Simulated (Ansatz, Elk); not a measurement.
# How far do independent atoms describe ZnW?, part 2 of 2

The structure of ZnW used here is made up (a known structure type with other elements) and was relaxed beforehand with PBEsol. The aim is the Fourier transform of its all-electron density, F(hkl), set beside the sum over free spherical atoms that refinements use.

Elk 11.2.3 (patched build); all-electron DFT.

So far: Starting point; Ground state and structure factors; The highest occupied states alone.

The structure was built from a prototype and need not be the compound's stable phase.

**4. Another functional**

Level of this step: DFT, LDA (Perdew-Wang), all-electron APW+lo, Dirac cores, scalar-relativistic bands, static density, no spin (Elk).

The difference from free atoms is small, so it is set against the change that LDA (Perdew-Wang) makes.

The input, elk.in:

```
tasks
  0
  195

xctype
  3

spinpol
  .false.

rgkmax
  7.0

gmaxvr
  14.0

lmaxo
  7

lmaxapw
  8

swidth
  0.002

tshift
  .false.

ramdisk
  .false.

hmaxvr
  5.5

maxscl
  120

epspot
  1e-06

sppath
  './'

avec
  5.77323755885 0.00000000000 -0.00000000000
  0.00000000000 5.77323755885 0.00000000000
  -0.00000000000 0.00000000000 5.77323755885

atoms
  2
  'W.in'
  1
  0.5000000000 0.5000000000 0.5000000000   0.000000 0.000000 0.000000
  'Zn.in'
  1
  -0.0000000000 0.0000000000 -0.0000000000   0.000000 0.000000 0.000000

ngridk
  7 7 7
```

Launch:

```
$ OMP_NUM_THREADS=4 elk
```

Numbers of over 12 decimals in the logs are rounded to 6 here.

Output:

```text
┌─────────────────────────┐
│ Elk code version 11.2.3 │
└─────────────────────────┘

All units are atomic (Hartree, Bohr, etc.)

┌─────────────────────────────────────────────────┐
│ Ground-state run starting from atomic densities │
└─────────────────────────────────────────────────┘

Lattice vectors :
   5.773237559       0.000000000      -0.000000000
   0.000000000       5.773237559       0.000000000
  -0.000000000       0.000000000       5.773237559

Reciprocal lattice vectors :
   1.088329597      -0.000000000       0.000000000
[...]
interstitial                :    2.415435166
 muffin-tins (core leakage)
  species : 1 (W)
   atom 1                    :    72.55004950     ( -0.4764230347E-05)
  species : 2 (Zn)
   atom 1                    :    29.03451533     (  0.1662387931E-03)
 total in muffin-tins        :    101.5845648
 total calculated charge     :    103.9988655
 total charge                :    104.0000000
 error                       :   0.1134522232E-02

┌──────────────────────────────┐
│ Self-consistent loop stopped │
└──────────────────────────────┘

Warning : core states of species 2 leak from the muffin-tin :   0.1662387931E-03

Wrote STATE.OUT
[key lines of the parts left out:]
total energy                :     -17950.114346318
```

Elapsed: 5.8 s, on 4 threads of Arm Neoverse V1, shared host; peak memory 0.16 GiB; 15 s of CPU time.

Against the first run R = 0.02 %; the largest change is -0.033 at 200.

**5. Basis size**

A smaller basis shows how fast F responds to it; the change is likely larger than the basis error of the first run, but doesn't show convergence.

Edit elk.in of step 4 so:

```diff
@@ -5,3 +5,3 @@
 xctype
-  3
+  20
 
@@ -11,3 +11,3 @@
 rgkmax
-  7.0
+  5.5
```

Launch:

```
$ OMP_NUM_THREADS=4 elk
```

Output:

```text
┌─────────────────────────┐
│ Elk code version 11.2.3 │
└─────────────────────────┘

All units are atomic (Hartree, Bohr, etc.)

┌─────────────────────────────────────────────────┐
│ Ground-state run starting from atomic densities │
└─────────────────────────────────────────────────┘

Lattice vectors :
   5.773237559       0.000000000      -0.000000000
   0.000000000       5.773237559       0.000000000
  -0.000000000       0.000000000       5.773237559

Reciprocal lattice vectors :
   1.088329597      -0.000000000       0.000000000
[...]
interstitial                :    2.539382100
 muffin-tins (core leakage)
  species : 1 (W)
   atom 1                    :    72.48966096     ( -0.6412453502E-07)
  species : 2 (Zn)
   atom 1                    :    28.97095694     (  0.1631126589E-03)
 total in muffin-tins        :    101.4606179
 total calculated charge     :    103.9988683
 total charge                :    104.0000000
 error                       :   0.1131738675E-02

┌──────────────────────────────┐
│ Self-consistent loop stopped │
└──────────────────────────────┘

Warning : core states of species 2 leak from the muffin-tin :   0.1631126589E-03

Wrote STATE.OUT
[key lines of the parts left out:]
total energy                :     -17962.100000207
```

It took 10 s on 4 threads; peak memory 0.16 GiB.

Against the first run R = 0.02 %; the largest change is +0.068 at 200.

**6. A coarser k-mesh**

About half the k-points along each axis test the sampling.

Edit elk.in of step 5 so:

```diff
@@ -11,3 +11,3 @@
 rgkmax
-  5.5
+  7.0
 
@@ -58,2 +58,2 @@
 ngridk
-  7 7 7
+  4 4 4
```

Launch:

```
$ OMP_NUM_THREADS=4 elk
```

Output:

```text
┌─────────────────────────┐
│ Elk code version 11.2.3 │
└─────────────────────────┘

All units are atomic (Hartree, Bohr, etc.)

┌─────────────────────────────────────────────────┐
│ Ground-state run starting from atomic densities │
└─────────────────────────────────────────────────┘

Lattice vectors :
   5.773237559       0.000000000      -0.000000000
   0.000000000       5.773237559       0.000000000
  -0.000000000       0.000000000       5.773237559

Reciprocal lattice vectors :
   1.088329597      -0.000000000       0.000000000
[...]
interstitial                :    2.467782872
 muffin-tins (core leakage)
  species : 1 (W)
   atom 1                    :    72.51758134     ( -0.6479795900E-07)
  species : 2 (Zn)
   atom 1                    :    29.01463579     (  0.1622882297E-03)
 total in muffin-tins        :    101.5322171
 total calculated charge     :    103.9988590
 total charge                :    104.0000000
 error                       :   0.1140971411E-02

┌──────────────────────────────┐
│ Self-consistent loop stopped │
└──────────────────────────────┘

Warning : core states of species 2 leak from the muffin-tin :   0.1622882297E-03

Wrote STATE.OUT
[key lines of the parts left out:]
total energy                :     -17962.185625792
```

It took 8.5 s on 4 threads; peak memory 0.16 GiB; 19 s of CPU time.

Against the first run R = 0.03 %; the largest change is +0.067 at 200.

**7. Settings against the effect**

```csv
run,R against the first run (%),"R against neutral atoms, low angle (%)",wall time
"PBE, rgkmax 7",0.00,0.43,10 s
LDA (Perdew-Wang),0.02,0.43,5.8 s
rgkmax 5.5,0.02,0.44,10 s
k-mesh 4×4×4,0.03,0.42,8.5 s
```

**8. What came out**

```json
{"R against neutral atoms, sin θ/λ < 0.3 Å⁻¹": "0.43 %", "R against neutral atoms, 0.3 to 0.82 Å⁻¹": "0.21 %"}
```

What this shows: Independent neutral atoms miss the calculated amplitudes by R = 0.43 % below 0.3 Å⁻¹ and 0.21 % from there to 0.82 Å⁻¹; by shells, 0.43 % 0.15 to 0.3 (3 forms), 0.20 % 0.3 to 0.45 (3 forms), 0.21 % above 0.45 (20 forms). Bonding, aspherical density and the tables' own atoms all enter these figures, and the runs don't part them. The largest change of an amplitude is -0.49 electrons, at 110. The window's part falls from 18.0 electrons at the origin to at most 2.92 between 0.45 and 0.82 Å⁻¹, where compact states inside the window still scatter. Below 0.3 Å⁻¹ the changes that finished (LDA (Perdew-Wang), rgkmax 5.5 and k-mesh 4×4×4) move F by R = 0.03 % at most, against the 0.43 % that separates it from free atoms. These runs have no spin, though d or f shells may be open. Spin-orbit coupling is left out, which can matter for elements this heavy. Part of the difference isn't bonding: the tables are fits to free atoms and ions calculated by other methods than this functional. Thermal motion, anomalous dispersion and extinction are left out.

[Logs are printed without paths, hosts, clocks, repeated set-up lines and the standing remarks that a program may print on its own settings, such as how far it seeks lower states.]

[Hosts, paths, dates, database ids (printed as entryN), source tags and the programs' standing remarks are cut or masked in the printed files.]
